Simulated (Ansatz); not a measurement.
**Lattice dynamics of KSrBr3 (built on the sites of a database entry of CsPbBr3)**

Aim: the phonons of KSrBr3 (built on the sites of a database entry of CsPbBr3) at a cell relaxed beforehand at this level. After the zone centre comes a 2×2×2 q mesh on a 4×4×4 k mesh.

Calculated with Ansatz 0.2.0; DFT PBEsol, scalar-relativistic, plane waves, PseudoDojo norm-conserving pseudopotentials.

The structure was built from a prototype and need not be the compound's stable phase.

### 1. The structure

Symmetry: Pm-3m, No. 221, cubic system. Conventional cell: a = 5.873 Å, b = 5.873 Å, c = 5.873 Å, α = 90.00°, β = 90.00°, γ = 90.00°. K has 12 Br at 4.15 Å nearest. Sr has 6 Br at 2.94 Å nearest. Nearest to Br lie 2 Sr at 2.94 Å and 4 K at 4.15 Å. Farther neighbours and most contacts between anions are not listed.

### 2. Modes at Γ

The cell comes from relaxations at this level that are not shown. The zone centre comes first: it holds the modes that light can see, as far as symmetry allows. The response to a homogeneous field gives the Born charges and the dielectric tensor.

Contents of input.yaml:

```yaml
crystal:
  lattice:
    - [5.8733190708, 0.0, 0.0]
    - [0.0, 5.8733190708, 0.0]
    - [0.0, 0.0, 5.8733190708]
  atoms:
    - { symbol: K, position: [0.0, 0.0, 0.0] }
    - { symbol: Sr, position: [0.5, 0.5, 0.5] }
    - { symbol: Br, position: [0.0, 0.5, 0.5] }
    - { symbol: Br, position: [0.5, 0.0, 0.5] }
    - { symbol: Br, position: [0.5, 0.5, 0.0] }
kpoints:
  mp_grid: { grid: [4, 4, 4] }
hamiltonian:
  xc: pbesol
  pseudopotentials: { kind: nc, accuracy: standard }
scf:
  occupations: { method: fixed }
output:
  eigenvalues: true
phonons:
  method: dfpt
  dielectric: true
  rigid_motions: translations
```

The run is started by

```bash
$ ansatz run input.yaml --threads 8 --pin off --max-ram 14336MiB --backend cpu --events-out ev --progress --plain --runs-dir out
```

Numbers of over 12 decimals in the logs are rounded to 6 here.

Output:

```text
Engine: ansatz 0.2.0, aarch64-unknown-linux-gnu
Pseudopotentials: kind: nc
Pseudopotential: K, nc, valence charge 9, recommended cutoff 1006.821291 eV (normal), K.nc.azcp (PseudoDojo's, or run here from an input of PseudoDojo's; its table is named by hamiltonian.pseudopotentials.accuracy)
Pseudopotential: Sr, nc, valence charge 10, recommended cutoff 925.187132 eV (normal), Sr.nc.azcp (PseudoDojo's, or run here from an input of PseudoDojo's; its table is named by hamiltonian.pseudopotentials.accuracy)
Pseudopotential: Br, nc, valence charge 7, recommended cutoff 625.861884 eV (normal), Br.nc.azcp (PseudoDojo's, or run here from an input of PseudoDojo's; its table is named by hamiltonian.pseudopotentials.accuracy)
Functional definition: PBEsol
  exchange = pbesol_x
  correlation = pbesol_c
Crystal: 5 atoms, lattice volume = 202.605 Å³
Basis set: ecut = 1006.821291 eV, 14771 PW (Γ), exchange–correlation on 128×128×128 points (8 copies of the dense FFT grid, shifted against one another)
Bands: 25, of which v1, the nominal top of the filled ones, is band 20 counted from 1 (19 counted from 0)
Symmetry: 48 space group operations
k-points: 30 of 64 (irreducible under 2 space group operations, time reversal used)
Non-local potential: K, projectors of the file, l = 0: 2, l = 1: 2, l = 2: 2
Non-local potential: Sr, projectors of the file, l = 0: 2, l = 1: 2, l = 2: 2
Non-local potential: Br, projectors of the file, l = 0: 2, l = 1: 2, l = 2: 2
Initial density: superposition of atomic densities (chi_scale 0.1, normalization cell, long waves kept (reshape's long-wave potential 0.01 eV rms))
Initial wavefunctions: pseudopotential atomic-orbital guess
Functional: x = pbesol(κ = 0.804, μ = 0.123457), c = pbesol(β = 0.046)
SCF iter   1: F=—  HF=-3041.089344 eV  |F-HF|=—  |Δ(HF+E_count)|=         —  Δρ=3.26e-2  dr2=4.27e0  ethr=3.10e-3  ⟨swp⟩=9.1  Hψ=4421  notcnv=0  defer=75
preconditioner: auto → Resta (q_TF=auto, 2.082 Å⁻¹)  ε∞=4.5  [insulator: Δε(μ)=2.833 eV  Ē_g=5.885 eV  n_scr=26 (ndim 8)  ℏωp=11.1 eV  f_vac=0.004  ε∞_Penn≈4.5]
SCF iter   2: F=—  HF=-3039.622013 eV  |F-HF|=—  |Δ(HF+E_count)|=    1.47e0  Δρ=1.38e-2  dr2=9.63e-1  ethr=3.10e-3  ⟨swp⟩=5.4  Hψ=2005  notcnv=0  defer=67
SCF iter   3: F=—  HF=-3039.227963 eV  |F-HF|=—  |Δ(HF+E_count)|=   3.94e-1  Δρ=4.13e-3  dr2=6.12e-2  ethr=2.41e-3  ⟨swp⟩=4.8  Hψ=1693  notcnv=0  defer=76
SCF iter   4: F=—  HF=-3039.228072 eV  |F-HF|=—  |Δ(HF+E_count)|=   1.08e-4  Δρ=1.01e-3  dr2=3.38e-3  ethr=1.53e-4  ⟨swp⟩=4.5  Hψ=1897  notcnv=0  defer=80
SCF iter   5: F=—  HF=-3039.229806 eV  |F-HF|=—  |Δ(HF+E_count)|=   1.73e-3  Δρ=2.90e-4  dr2=2.59e-4  ethr=8.44e-6  ⟨swp⟩=4.3  Hψ=1454  notcnv=0  defer=82
SCF iter   6: F=—  HF=-3039.230411 eV  |F-HF|=—  |Δ(HF+E_count)|=   6.05e-4  Δρ=6.88e-5  dr2=2.36e-5  ethr=6.49e-7  ⟨swp⟩=3.4  Hψ=1368  notcnv=0  defer=82
SCF iter   7: F=—  HF=-3039.230447 eV  |F-HF|=—  |Δ(HF+E_count)|=   3.59e-5  Δρ=2.08e-5  dr2=3.52e-6  ethr=5.89e-8  ⟨swp⟩=2.5  Hψ=1248  notcnv=0  defer=80
SCF iter   8: F=—  HF=-3039.230655 eV  |F-HF|=—  |Δ(HF+E_count)|=   2.08e-4  Δρ=4.85e-6  dr2=5.15e-8  ethr=8.81e-9  ⟨swp⟩=2.0  Hψ=1210  notcnv=0  defer=78
SCF iter   9: F=—  HF=-3039.230655 eV  |F-HF|=—  |Δ(HF+E_count)|=   5.99e-8  Δρ=9.70e-7  dr2=3.07e-9  ethr=1.29e-10  ⟨swp⟩=2.8  Hψ=1388  notcnv=0  defer=78
SCF iter  10: F=—  HF=-3039.230655 eV  |F-HF|=—  |Δ(HF+E_count)|=   6.48e-9  Δρ=3.10e-7  dr2=2.44e-10  ethr=7.67e-12  ⟨swp⟩=2.3  Hψ=1333  notcnv=0  defer=78
SCF iter  11: F=-3039.230655 eV  HF=-3039.230655 eV  |F-HF|=1.46e-11  |Δ(HF+E_count)|=  3.30e-10  Δρ=6.36e-8  dr2=1.04e-11  ethr=1.00e-12  ⟨swp⟩=26.3  Hψ=8792  notcnv=0
SCF 1 converged in 11 iterations: F = -3039.230655 eV  dr2 = 1.04e-11
DFPT response loops at Γ: preconditioner auto → none (the input reference at scf.mixing.eps_inf says where Resta's filter doesn't serve); β = 0.50; Broyden in place of MSR1
── the response to a field inside a basis, on 4×4×4 k-points: an SCF that follows is theirs, and a resumed run solves both again ──
Bands: 21, of which v1, the nominal top of the filled ones, is band 20 counted from 1 (19 counted from 0)
k-points: 4 of 64
Initial density: handed on by an earlier stage of this run
Initial wavefunctions: pseudopotential atomic-orbital guess (no wavefunctions were taken with the density)
Eigensolver: Dense (4 Hₖ)
SCF iter   1: F=—  HF=-3039.219155 eV  |F-HF|=—  |Δ(HF+E_count)|=         —  Δρ=6.44e-5  dr2=2.35e-6  ethr=1.00e-1
preconditioner: auto → Resta (q_TF=auto, 2.082 Å⁻¹)  ε∞=2.6  [insulator: Δε(μ)=4.248 eV  Ē_g=12.325 eV  n_scr=26 (ndim 8)  ℏωp=15.7 eV  f_vac=0.106  ε∞_Penn≈2.6]
SCF iter   2: F=—  HF=-3039.219160 eV  |F-HF|=—  |Δ(HF+E_count)|=   5.34e-6  Δρ=3.41e-5  dr2=6.85e-7  ethr=5.88e-9
SCF iter   3: F=-3039.219163 eV  HF=-3039.219163 eV  |F-HF|=1.24e-8  |Δ(HF+E_count)|=   2.35e-6  Δρ=1.50e-6  dr2=6.90e-9  ethr=1.71e-9
SCF 1 converged in 3 iterations: F = -3039.219163 eV  dr2 = 6.90e-9
DFPT response loops at Γ: mixed as the last ones told, above
SCF converged after 11 iterations
Free energy (F): -3039.230655 eV
Harris-Foulkes:  -3039.230655 eV  (|F-HF|=1.46e-11)
Internal energy: -3039.230655 eV  (E = F + TS)
E sigma→0 (E₀):  -3039.230655 eV
Fermi energy:    1.121175 eV
--- Per-component energies (eV) ---
  E_band       = -336.361932
  E_kinetic    = 887.609909
  E_local      = -2361.169581  (includes V_loc(G=0)·N_el)
  E_nonlocal   = 437.712341
  E_hartree    = 664.007344
  E_xc         = -820.364310
  E_vxc        = -628.529293  (∫ρ·V_xc dr)
  E_ewald      = -1847.026357
  E_smearing   = -0.000000  (= −TS)
  E_closure    = 0.000000  (closes the sum)
  Σ components = -3039.230655   (vs F -3039.230655, Δ=0.00e0)
--- Band table (eV; the first three rows and the last of 30) ---
  k-point 0: bands = [... 16 lower, 0.6279, 0.8747, 0.8747, 0.8747, 4.8466, 6.2541, 6.2541, 6.2541, ... 1 higher]
  k-point 1: bands = [... 16 lower, 0.5059, 0.5683, 0.8178, 0.8178, 5.4208, 6.3425, 6.7862, 6.7862, ... 1 higher]
  k-point 2: bands = [... 16 lower, 0.3098, 0.5111, 0.7917, 0.7917, 6.4450, 6.5771, 6.5841, 7.5272, ... 1 higher]
  k-point 29: bands = [... 16 lower, -0.2892, 1.1212, 1.1212, 1.1212, 6.2177, 7.5090, 7.5090, 7.5090, ... 1 higher]
--- Phonons (Γ-DFPT): 4 representative perturbations + reference, on 30 of 64 k-points (Σ response iterations 15) ---
  k mesh reduced under 2 symmetry operations, with k and −k counted as one. Each operation leaves every solved perturbation unchanged. A smaller set is not considered because the run solves the response to a homogeneous field
  ASR residual: 1.004e-4 → 0.000e0 eV/Å²; symmetrization residual: 8.326e-6 eV/Å²
  ASR residual per site (eV/Å²): 8.08e-5 1.00e-4 2.28e-5 2.28e-5 2.28e-5
  Γ frequencies (cm⁻¹): -55.50 -55.50 -55.50 -20.93 -20.93 -20.93 0.00 0.00 0.00 52.80 52.80 52.80 180.33 180.33 180.33
  ε∞ (high-frequency dielectric tensor):
        2.738571    -0.000000     0.000000
       -0.000000     2.738571     0.000000
        0.000000     0.000000     2.738571
  softest optical mode at Γ: -55.50 cm⁻¹; the repairs (sum rule, projections) moved no ω² at Γ by more than (1.20 cm⁻¹)²
  Born effective charges Z* (e; rows j = field, columns β = displacement):
    site 0:
         1.31403    0.00000    0.00000
         0.00000    1.31403    0.00000
         0.00000    0.00000    1.31403
    site 1:
         2.41037   -0.00000    0.00000
         0.00000    2.41037    0.00000
        -0.00000    0.00000    2.41037
    site 2:
        -2.00093   -0.00000    0.00000
         0.00000   -0.86173    0.00000
         0.00000    0.00000   -0.86173
    site 3:
        -0.86173    0.00000    0.00000
         0.00000   -2.00093   -0.00000
         0.00000    0.00000   -0.86173
    site 4:
        -0.86173    0.00000    0.00000
        -0.00000   -0.86173    0.00000
         0.00000    0.00000   -2.00093
  Z* charge neutrality: 1.712e-2 e pre-enforcement
  solved inside a basis spanned on kpoints, on 4×4×4 k-points, its susceptibility summed on 8×8×8: ε∞ is read to err by 8.2e-3, Z* by 2.1e-2 e (field_mesh: kpoints solves on kpoints); Z* is corrected for what the basis lacks
  optical modes at Γ without the LO–TO term, one row a degenerate level:
      ω (cm⁻¹)  modes    IR ((D/Å)²/amu)
        -55.50      3             4.6477
        -20.93      3             0.0000
         52.80      3             0.2298
        180.33      3             7.5229
  optical modes at Γ + LO–TO along q̂ = [1.0000, 0.0000, 0.0000]:
      ω (cm⁻¹)  modes    IR ((D/Å)²/amu)
        -55.50      2             3.0984
        -20.93      3             0.0000
         31.24      1             0.5639
         52.80      2             0.1532
         59.00      1             0.3417
        180.33      2             5.0153
        208.94      1             3.2279
  optical modes at Γ + LO–TO along q̂ = [0.0000, 1.0000, 0.0000]:
      ω (cm⁻¹)  modes    IR ((D/Å)²/amu)
        -55.50      2             3.0984
        -20.93      3             0.0000
         31.24      1             0.5639
         52.80      2             0.1532
         59.00      1             0.3417
        180.33      2             5.0153
        208.94      1             3.2279
  optical modes at Γ + LO–TO along q̂ = [0.0000, 0.0000, 1.0000]:
      ω (cm⁻¹)  modes    IR ((D/Å)²/amu)
        -55.50      2             3.0984
        -20.93      3             0.0000
         31.24      1             0.5639
         52.80      2             0.1532
         59.00      1             0.3417
        180.33      2             5.0153
        208.94      1             3.2279
```

The job ended after 1.7 min (8 threads of Arm Neoverse N1, shared host; peak memory 3 GiB; 13 min of CPU time).

This step gave:

```yaml
gap_on_the_k_mesh: 3.725 eV
volume_per_atom: 40.52 Å³
sum_rule_residual_before_enforcement: 1.00e-4 eV/Å²
miss_of_the_charge_sum_rule: 0.01712 e
estimated_error_of_the_dielectric_tensor: 0.008245
estimated_error_of_the_born_charges: 0.02059 e
point_group: m-3m
highest_optical_mode_at_the_zone_centre_no_lo_to_term: 180.3 cm⁻¹
lowest_optical_zone_centre_mode: -55.5 cm⁻¹
mean_high_frequency_dielectric_constant: 2.739
largest_born_charge_third_of_the_trace: 2.410 e
top_of_the_zone_centre_spectrum_with_the_field: 208.9 cm⁻¹
```

Without the LO-TO term. Patterns of degenerate modes are one choice out of their space. The modes at Γ (shares of kinetic energy by element, %) (negative means imaginary):

```tsv
mode	frequency (cm⁻¹)	symmetry	K %	Sr %	Br %
1	-55.5	T1u	78	0	22
2	-55.5	T1u	78	0	22
3	-55.5	T1u	78	0	22
4	-20.9	T2u	0	0	100
5	-20.9	T2u	0	0	100
6	-20.9	T2u	0	0	100
7	0.0	acoustic	11	24	65
8	0.0	acoustic	11	24	65
9	0.0	acoustic	11	24	65
10	52.8	T1u	12	34	54
11	52.8	T1u	12	34	54
12	52.8	T1u	12	34	54
13	180.3	T1u	0	42	58
14	180.3	T1u	0	42	58
15	180.3	T1u	0	42	58
```

Displacements in mode 3 (-55.5 cm⁻¹), the largest set to 1:
```
K1   1.00  0.04 -0.02
Sr2  0.03  0.00  0.00
Br3  0.00 -0.01  0.01
Br4 -0.26  0.00  0.01
Br5 -0.26 -0.01  0.00
```

Displacements in mode 6 (-20.9 cm⁻¹), the largest set to 1:
```
K1   0.00  0.00  0.00
Sr2  0.00  0.00  0.00
Br3  0.00 -0.24 -1.00
Br4  0.31  0.00  1.00
Br5 -0.31  0.24  0.00
```

Optical modes at the zone centre, without and with the macroscopic field of the longitudinal modes; each column is sorted by frequency, so a row need not hold one and the same mode. Modes with and without the field, by row:

```tsv
rank among optical modes	no field (cm⁻¹)	q along (1, 0, 0) (cm⁻¹)
1	-55.5	-55.5
2	-55.5	-55.5
3	-55.5	-20.9
4	-20.9	-20.9
5	-20.9	-20.9
6	-20.9	31.2
7	52.8	52.8
8	52.8	52.8
9	52.8	59
10	180.3	180.3
11	180.3	180.3
12	180.3	208.9
```

Born charge (rows field, columns displacement) (e), principal values of the symmetric part by kind of site:

```tsv
atom	atoms with these values	low	middle	high	mean
K1	1	1.31	1.31	1.31	1.31
Sr2	1	2.41	2.41	2.41	2.41
Br3	3	-2.00	-0.86	-0.86	-1.24
```

In full for K1:

```
1.31 0.00 0.00
0.00 1.31 0.00
0.00 0.00 1.31
```

High-frequency dielectric tensor:

```
2.74 0.00 0.00
0.00 2.74 0.00
0.00 0.00 2.74
```

Transverse modes; imaginary modes are left out. Lines of the infrared spectrum (strongest = 100):

```tsv
position (cm⁻¹)	label	relative intensity
53	T1u	3.1
180	T1u	100
```

Before it was imposed, the acoustic sum rule was missed by 1.0e-4 eV/Å² and the charge sum rule by 0.017 e. Small misses are needed for a sound result but don't prove that mesh and cutoff are converged. The lowest optical mode is imaginary, 55.5i cm⁻¹, so the energy falls along it.

(Continued in part 2 of 2.)

[Logs are printed without paths, hosts, clocks, repeated set-up lines and the standing remarks that a program may print on its own settings, such as how far it seeks lower states.]

[Hosts, paths, dates, database ids (printed as entryN), source tags and the programs' standing remarks are cut or masked in the printed files.]
